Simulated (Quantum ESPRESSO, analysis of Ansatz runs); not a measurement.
# Migration in Li2ZnCl4 (Fd-3m): V_Cl hop (3.6 Å), charge +1 (Quantum ESPRESSO), part 3 of 3

Aim: the barrier of one jump in Li2ZnCl4 (Fd-3m) at charge +1: V_Cl hop (3.6 Å). The model is a cell of 56 host atoms with 1 Cl taken out; Cl is the atom that moves.

Quantum ESPRESSO 7.5; Quantum ESPRESSO plane-wave DFT, PBEsol, GBRV 1.5 PBEsol potentials; nudged elastic band between two relaxed defect structures at fixed charge in a uniform background.

So far: The starting structure; Relaxation of the start point, charge +1; Relaxation of the end point, charge +1.

### Step 4. Nudged elastic band, charge +1

3 movable images are laid between the ends by interpolation. Each image feels the true force across the path and a spring force along it. The highest image is set to climb to the top of the path.

This step: Quantum ESPRESSO plane-wave DFT, PBEsol, GBRV 1.5 PBEsol potentials; nudged elastic band between two relaxed defect structures at fixed charge in a uniform background.

Input file neb.in:

```
BEGIN
BEGIN_PATH_INPUT
&PATH
  restart_mode = 'from_scratch'
  string_method = 'neb'
  nstep_path = 45
  ds = 1.5
  opt_scheme = 'broyden'
  num_of_images = 5
  k_max = 0.3
  k_min = 0.2
  CI_scheme = 'auto'
  path_thr = 0.05
/
END_PATH_INPUT
BEGIN_ENGINE_INPUT
&CONTROL
  prefix = 'pwscf'
  outdir = './tmp'
  pseudo_dir = './pseudo'
  disk_io = 'low'
/
&SYSTEM
  ibrav = 0
  nat = 55
  ntyp = 3
  ecutwfc = 40
  ecutrho = 324
  nbnd = 216
  occupations = 'fixed'
  tot_charge = 1
  nosym = .true.
/
&ELECTRONS
  conv_thr = 6d-08
  electron_maxstep = 100
  mixing_beta = 0.5
/
ATOMIC_SPECIES
Li     6.9400 li_pbesol_v1.4.uspp.F.UPF
Zn    65.3800 zn_pbesol_v1.uspp.F.UPF
Cl    35.4500 cl_pbesol_v1.4.uspp.F.UPF
CELL_PARAMETERS angstrom
  10.2310996034    0.0000000000    0.0000000000
   0.0000000000   10.2310996034    0.0000000000
   0.0000000000    0.0000000000   10.2310996034
BEGIN_POSITIONS
FIRST_IMAGE
ATOMIC_POSITIONS crystal
Li     0.3809635429    0.3441742003    0.6188228724
Li     0.3793226015    0.8797248313    0.1299916589
Li     0.8741596418    0.3764792382    0.1257643132
Li     0.8700272469    0.8795515671    0.6205530769
Li     0.3794569948    0.1304944393    0.8792410648
Li     0.3810094976    0.6191748176    0.3435204453
Li     0.8742559303    0.1260386164    0.3757993183
Li     0.8699796048    0.6210487062    0.8789263094
Li     0.1207326069    0.1303204101    0.6207458723
Li     0.1207890964    0.6213241965    0.1297195715
Li     0.6240103815    0.1261618320    0.1258113325
Li     0.6560640963    0.6194071118    0.6187967752
Li     0.1245106381    0.3647352853    0.8755432510
Li     0.1244903503    0.8758070537    0.3642854845
Li     0.6259754688    0.3742789781    0.3741613492
Li     0.6357217122    0.8760250956    0.8754255097
Zn    -0.0046528960    0.0050437785    0.0045185552
Zn     0.0060064385    0.4978753364    0.4974818519
Zn     0.5023448409   -0.0056786926    0.4975408218
Zn     0.5024629818    0.4980006292   -0.0061193026
Zn     0.2501504598    0.2518483579    0.2513911552
Zn     0.1956279403    0.8049941135    0.8043374325
Zn     0.7486015940    0.2517840003    0.7498240214
Zn     0.7484676018    0.7500987892    0.2512203116
Cl     0.3793561690    0.1244140623    0.1239709520
Cl     0.8761698900    0.1242061325    0.6205416858
Cl     0.8761981488    0.6212112315    0.1235247024
Cl     0.3715017842    0.3740477090    0.8631464587
Cl     0.3715423450    0.8635011258    0.3734733986
Cl     0.8726096935    0.3729337558    0.3727098814
Cl     0.8770255279    0.8713226466    0.8704823092
Cl     0.3782485413    0.3818668503    0.3814729797
Cl     0.3795056414    0.8831249850    0.8825257734
Cl     0.8794767967    0.3778330664    0.8776766759
Cl     0.8796972622    0.8779207407    0.3771971231
Cl     0.3705769083    0.1165071014    0.6293974615
Cl     0.3705276138    0.6299042506    0.1158538914
Cl     0.8690627046    0.1313601472    0.1308389276
Cl     0.8838610703    0.6297879312    0.6292306043
Cl     0.1367308787    0.3740119108    0.6284678862
Cl     0.1292107241    0.8712428901    0.1228488244
Cl     0.6272457355    0.3731847492    0.1272803071
Cl     0.6263929951    0.8635159610    0.6283982144
Cl     0.1292505044    0.1232415387    0.8706997110
Cl     0.1367266282    0.6286099034    0.3733259425
Cl     0.6273199974    0.1275796648    0.3726845300
Cl     0.6264420189    0.6289491894    0.8631652654
Cl     0.1222457640    0.3776807562    0.1204381396
Cl     0.1174857591    0.8829266205    0.6203325588
Cl     0.6185484520    0.3818164569    0.6216039181
Cl     0.6227490888    0.8780935416    0.1204861841
Cl     0.1223354131    0.1208857742    0.3772752490
Cl     0.1174979222    0.6210915009    0.8822947577
Cl     0.6227018529    0.1210387141    0.8775762322
Cl     0.6187258117    0.6219913743    0.3811304549
INTERMEDIATE_IMAGE
ATOMIC_POSITIONS crystal
Li     0.3819095365    0.3519129640    0.6204788093
Li     0.3784783145    0.8788727080    0.1284003498
[... 53 atom lines left out ...]
INTERMEDIATE_IMAGE
ATOMIC_POSITIONS crystal
Li     0.3828563062    0.3596149065    0.6221376426
Li     0.3776309492    0.8780165425    0.1268183357
[... 53 atom lines left out ...]
INTERMEDIATE_IMAGE
ATOMIC_POSITIONS crystal
Li     0.3837924304    0.3673120473    0.6237862462
Li     0.3767820955    0.8771566024    0.1252397531
[... 53 atom lines left out ...]
LAST_IMAGE
ATOMIC_POSITIONS crystal
Li     0.3847126988    0.3751285235    0.6254195938
Li     0.3759319819    0.8762940841    0.1236593673
[... 3 atom lines left out ...]
Li     0.4059899407    0.6319635445    0.3683180689
[... 3 atom lines left out ...]
Li     0.1316399346    0.6316011771    0.0939057217
[... 3 atom lines left out ...]
Li     0.1311244291    0.9062052668    0.3685363875
[... 3 atom lines left out ...]
Zn    -0.0544446901    0.4447193885    0.5542282553
[... 3 atom lines left out ...]
Zn     0.2524530272    0.7522192725    0.7432961668
[... 6 atom lines left out ...]
Cl     0.3687713570    0.8692351160    0.3713047189
[... 2 atom lines left out ...]
Cl     0.3758684690    0.3872268449    0.3782548392
[... 7 atom lines left out ...]
Cl     0.1296548393    0.3677314215    0.6325674756
[... 4 atom lines left out ...]
Cl     0.3768061957    0.6216666976    0.6128399873
[... 3 atom lines left out ...]
Cl     0.1215005851    0.8763360091    0.6128922544
[... 5 atom lines left out ...]
Cl     0.6344177890    0.6206100301    0.3790796197
END_POSITIONS
K_POINTS gamma
END_ENGINE_INPUT
END
```

Run with:

```
> OMP_NUM_THREADS=1 mpirun -n 4 neb.x -ni 2 -inp neb.in > neb.out
```

The program printed:

```text
[shortened: banners, details of potentials and solvers, and blank lines are left out]
[banner, memory and clock lines left out]
     path-images division:  nimage    =       2
     initial path length           =  7.3610 bohr
     initial inter-image distance  =  1.8402 bohr
     string_method                 =    neb
     restart_mode                  =    from_scratch
     opt_scheme                    =    broyden
     num_of_images                 =    5
     nstep_path                    =    45
     CI_scheme                     =    auto
     first_last_opt                =    F
     use_freezing                  =    F
     ds                            =    1.5000 a.u.
     k_max                         =    0.3000 a.u.
     k_min                         =    0.2000 a.u.
     path_thr                      =    0.0500 eV / A
     ------------------------------ iteration   1 ------------------------------
     activation energy (->) =   1.722505 eV
     activation energy (<-) =   1.723216 eV
     image        energy (eV)        error (eV/A)        frozen
         1     -67424.3836833            0.017825            T
         2     -67423.5573230            2.507852            F
         3     -67422.6611783            1.617909            F
         4     -67423.5626826            2.513349            F
         5     -67424.3843940            0.014330            T
     climbing image =  3
     path length          =  7.361 bohr
     inter-image distance =  1.840 bohr
     ------------------------------ iteration   2 ------------------------------
     activation energy (->) =   1.532903 eV
     activation energy (<-) =   1.533614 eV
     image        energy (eV)        error (eV/A)        frozen
         1     -67424.3836833            0.017825            T
         2     -67423.5726094            1.554535            F
         3     -67422.8507804            1.095616            F
         4     -67423.5776395            1.563246            F
         5     -67424.3843940            0.014330            T
     climbing image =  3
     path length          =  7.369 bohr
[...]
------------------------------ iteration   3 ------------------------------
     activation energy (->) =   1.306270 eV
     activation energy (<-) =   1.306981 eV
     image        energy (eV)        error (eV/A)        frozen
         1     -67424.3836833            0.017825            T
         2     -67423.6653558            0.979012            F
         3     -67423.0774130            0.507223            F
         4     -67423.6702151            0.977500            F
         5     -67424.3843940            0.014330            T
     climbing image =  3
     path length          =  7.426 bohr
[...]
------------------------------ iteration   4 ------------------------------
     activation energy (->) =   1.228187 eV
     activation energy (<-) =   1.228898 eV
     image        energy (eV)        error (eV/A)        frozen
         1     -67424.3836833            0.017825            T
         2     -67423.7480293            0.726925            F
         3     -67423.1554964            0.401718            F
         4     -67423.7527993            0.723725            F
         5     -67424.3843940            0.014330            T
     climbing image =  3
     path length          =  7.479 bohr
[...]
------------------------------ iteration   5 ------------------------------
     activation energy (->) =   1.070433 eV
     activation energy (<-) =   1.071144 eV
     image        energy (eV)        error (eV/A)        frozen
         1     -67424.3836833            0.017825            T
         2     -67423.8939015            0.203611            F
         3     -67423.3132501            0.297882            F
         4     -67423.8971918            0.201873            F
         5     -67424.3843940            0.014330            T
     climbing image =  3
     path length          =  7.708 bohr
[...]
------------------------------ iteration   6 ------------------------------
     activation energy (->) =   1.039997 eV
     activation energy (<-) =   1.040708 eV
     image        energy (eV)        error (eV/A)        frozen
         1     -67424.3836833            0.017825            T
         2     -67423.9135849            0.180295            F
         3     -67423.3436862            0.304996            F
         4     -67423.9164258            0.177833            F
         5     -67424.3843940            0.014330            T
     climbing image =  3
     path length          =  7.740 bohr
[...]
------------------------------ iteration   7 ------------------------------
     activation energy (->) =   1.007163 eV
     activation energy (<-) =   1.007874 eV
     image        energy (eV)        error (eV/A)        frozen
         1     -67424.3836833            0.017825            T
         2     -67423.9270041            0.164697            F
         3     -67423.3765203            0.300627            F
         4     -67423.9293681            0.162148            F
         5     -67424.3843940            0.014330            T
     climbing image =  3
     path length          =  7.787 bohr
[...]
------------------------------ iteration   8 ------------------------------
     activation energy (->) =   0.963840 eV
     activation energy (<-) =   0.964551 eV
     image        energy (eV)        error (eV/A)        frozen
         1     -67424.3836833            0.017825            T
         2     -67423.9397185            0.171769            F
         3     -67423.4198428            0.298999            F
         4     -67423.9416228            0.176765            F
         5     -67424.3843940            0.014330            T
     climbing image =  3
     path length          =  7.849 bohr
[...]
------------------------------ iteration   9 ------------------------------
     activation energy (->) =   0.820525 eV
     activation energy (<-) =   0.821236 eV
     image        energy (eV)        error (eV/A)        frozen
         1     -67424.3836833            0.017825            T
         2     -67423.9549951            0.392968            F
         3     -67423.5631579            0.256762            F
         4     -67423.9565093            0.389211            F
         5     -67424.3843940            0.014330            T
     climbing image =  3
     path length          =  8.122 bohr
[...]
------------------------------ iteration  10 ------------------------------
     activation energy (->) =   0.831764 eV
     activation energy (<-) =   0.832475 eV
     image        energy (eV)        error (eV/A)        frozen
         1     -67424.3836833            0.017825            T
         2     -67423.9632029            0.246665            F
         3     -67423.5519194            0.253507            F
         4     -67423.9643225            0.240479            F
         5     -67424.3843940            0.014330            T
     climbing image =  3
     path length          =  8.047 bohr
[...]
------------------------------ iteration  11 ------------------------------
     activation energy (->) =   0.815070 eV
     activation energy (<-) =   0.815781 eV
     image        energy (eV)        error (eV/A)        frozen
         1     -67424.3836833            0.017825            T
         2     -67423.9663541            0.211709            F
         3     -67423.5686135            0.240702            F
         4     -67423.9672946            0.209179            F
         5     -67424.3843940            0.014330            T
     climbing image =  3
     path length          =  8.070 bohr
[...]
------------------------------ iteration  12 ------------------------------
     activation energy (->) =   0.760656 eV
     activation energy (<-) =   0.761367 eV
     image        energy (eV)        error (eV/A)        frozen
         1     -67424.3836833            0.017825            T
         2     -67423.9747688            0.068033            F
         3     -67423.6230270            0.201419            F
         4     -67423.9752509            0.066667            F
         5     -67424.3843940            0.014330            T
     climbing image =  3
     path length          =  8.140 bohr
[...]
------------------------------ iteration  13 ------------------------------
     activation energy (->) =   0.716323 eV
     activation energy (<-) =   0.717034 eV
     image        energy (eV)        error (eV/A)        frozen
         1     -67424.3836833            0.017825            T
         2     -67423.9766279            0.116122            F
         3     -67423.6673601            0.167880            F
         4     -67423.9769094            0.112416            F
         5     -67424.3843940            0.014330            T
     climbing image =  3
     path length          =  8.221 bohr
[...]
------------------------------ iteration  14 ------------------------------
     activation energy (->) =   0.664264 eV
     activation energy (<-) =   0.664975 eV
     image        energy (eV)        error (eV/A)        frozen
         1     -67424.3836833            0.017825            T
         2     -67423.9755431            0.145858            F
         3     -67423.7194191            0.125301            F
         4     -67423.9756704            0.141730            F
         5     -67424.3843940            0.014330            T
     climbing image =  3
     path length          =  8.375 bohr
[...]
------------------------------ iteration  15 ------------------------------
     activation energy (->) =   0.628829 eV
     activation energy (<-) =   0.629539 eV
     image        energy (eV)        error (eV/A)        frozen
         1     -67424.3836833            0.017825            T
         2     -67423.9577384            0.424500            F
         3     -67423.7548546            0.290135            F
         4     -67423.9576671            0.420464            F
         5     -67424.3843940            0.014330            T
     climbing image =  3
     path length          =  8.854 bohr
[...]
------------------------------ iteration  16 ------------------------------
     activation energy (->) =   0.618280 eV
     activation energy (<-) =   0.618990 eV
     image        energy (eV)        error (eV/A)        frozen
         1     -67424.3836833            0.017825            T
         2     -67423.9674222            0.205606            F
         3     -67423.7654037            0.165896            F
         4     -67423.9671975            0.203436            F
         5     -67424.3843940            0.014330            T
     climbing image =  3
     path length          =  8.708 bohr
[...]
------------------------------ iteration  17 ------------------------------
     activation energy (->) =   0.614216 eV
     activation energy (<-) =   0.614927 eV
     image        energy (eV)        error (eV/A)        frozen
         1     -67424.3836833            0.017825            T
         2     -67423.9720022            0.168687            F
         3     -67423.7694670            0.128433            F
         4     -67423.9716495            0.165855            F
         5     -67424.3843940            0.014330            T
     climbing image =  3
     path length          =  8.684 bohr
[...]
------------------------------ iteration  18 ------------------------------
     activation energy (->) =   0.607740 eV
     activation energy (<-) =   0.608451 eV
     image        energy (eV)        error (eV/A)        frozen
         1     -67424.3836833            0.017825            T
         2     -67423.9765566            0.095590            F
         3     -67423.7759434            0.093320            F
         4     -67423.9761922            0.093467            F
         5     -67424.3843940            0.014330            T
     climbing image =  3
     path length          =  8.682 bohr
[...]
------------------------------ iteration  19 ------------------------------
     activation energy (->) =   0.599103 eV
     activation energy (<-) =   0.599814 eV
     image        energy (eV)        error (eV/A)        frozen
         1     -67424.3836833            0.017825            T
         2     -67423.9795752            0.068024            F
         3     -67423.7845803            0.049910            F
         4     -67423.9791376            0.067257            F
         5     -67424.3843940            0.014330            T
     climbing image =  3
     path length          =  8.685 bohr
[...]
------------------------------ iteration  20 ------------------------------
     activation energy (->) =   0.598413 eV
     activation energy (<-) =   0.599124 eV
     image        energy (eV)        error (eV/A)        frozen
         1     -67424.3836833            0.017825            T
         2     -67423.9804291            0.044667            F
         3     -67423.7852701            0.046684            F
         4     -67423.9799897            0.043769            F
         5     -67424.3843940            0.014330            T
     climbing image =  3
     path length          =  8.689 bohr
     inter-image distance =  2.172 bohr
     neb: convergence achieved in  20 iterations
```

The job ended after 1.5 h (4 MPI ranks of Arm Neoverse V1, shared host; peak memory 3.6 GiB).

Images along the path:

```tsv
image	path (Å)	energy (eV)	Cl45: x, y, z (Å)
0	0.000	0.0000	1.399, 6.431, 3.820
1	1.257	0.4033	1.852, 6.447, 4.748
2	2.297	0.5984	2.215, 6.397, 5.454
3	3.339	0.4037	2.921, 6.347, 5.818
4	4.598	-0.0007	3.855, 6.360, 6.270
```

Numbers from this step:

```yaml
barrier_forward: 0.5984 eV
barrier_backward: 0.5991 eV
end_less_start: -7.11e-4 eV
hop_length: 3.470 Å
```

The band met its tolerance of 0.05 eV/Å after 20 iterations, with image 2 on top (the start counts as 0). Cl45, which moves farthest between the ends, has 1 Zn at 2.28 Å and 3 Li at 2.50 to 2.53 Å nearest at the start and 2 Zn at 2.48 Å and 1 Li at 2.51 Å at the top. In at least one step between neighbouring images a covalent bond changes partner or an atom goes far. The images sample such a step coarsely, so the top may lie higher.

### Step 5. What came out

```yaml
barrier_forward: 0.60 eV (in doubt, see below)
barrier_backward: 0.60 eV
end_less_start: 0.00 eV
hop_length: 3.47 Å
band_iterations_as_the_log_counts_them: 20
```

**Reading.** The top of the band lies 0.60 eV above the start and 0.60 eV above the end, which are alike in energy and neighbours. In at least one step between neighbouring images a covalent bond changes partner or an atom goes far. The images sample such a step coarsely, so the top may lie higher. The order of the top as a saddle was not checked for all atoms, so a bent path could be lower. No image-charge correction is applied; it largely cancels along a path if the charge stays localised alike. Keep in mind: sampling at the zone centre alone can move energies of charged and open-shell states by tenths of an eV or more in cells of this size.

[Logs are printed without paths, hosts, clocks, repeated set-up lines and the standing remarks that a program may print on its own settings, such as how far it seeks lower states.]

[Hosts, paths, dates, database ids (printed as entryN), source tags and the programs' standing remarks are cut or masked in the printed files.]
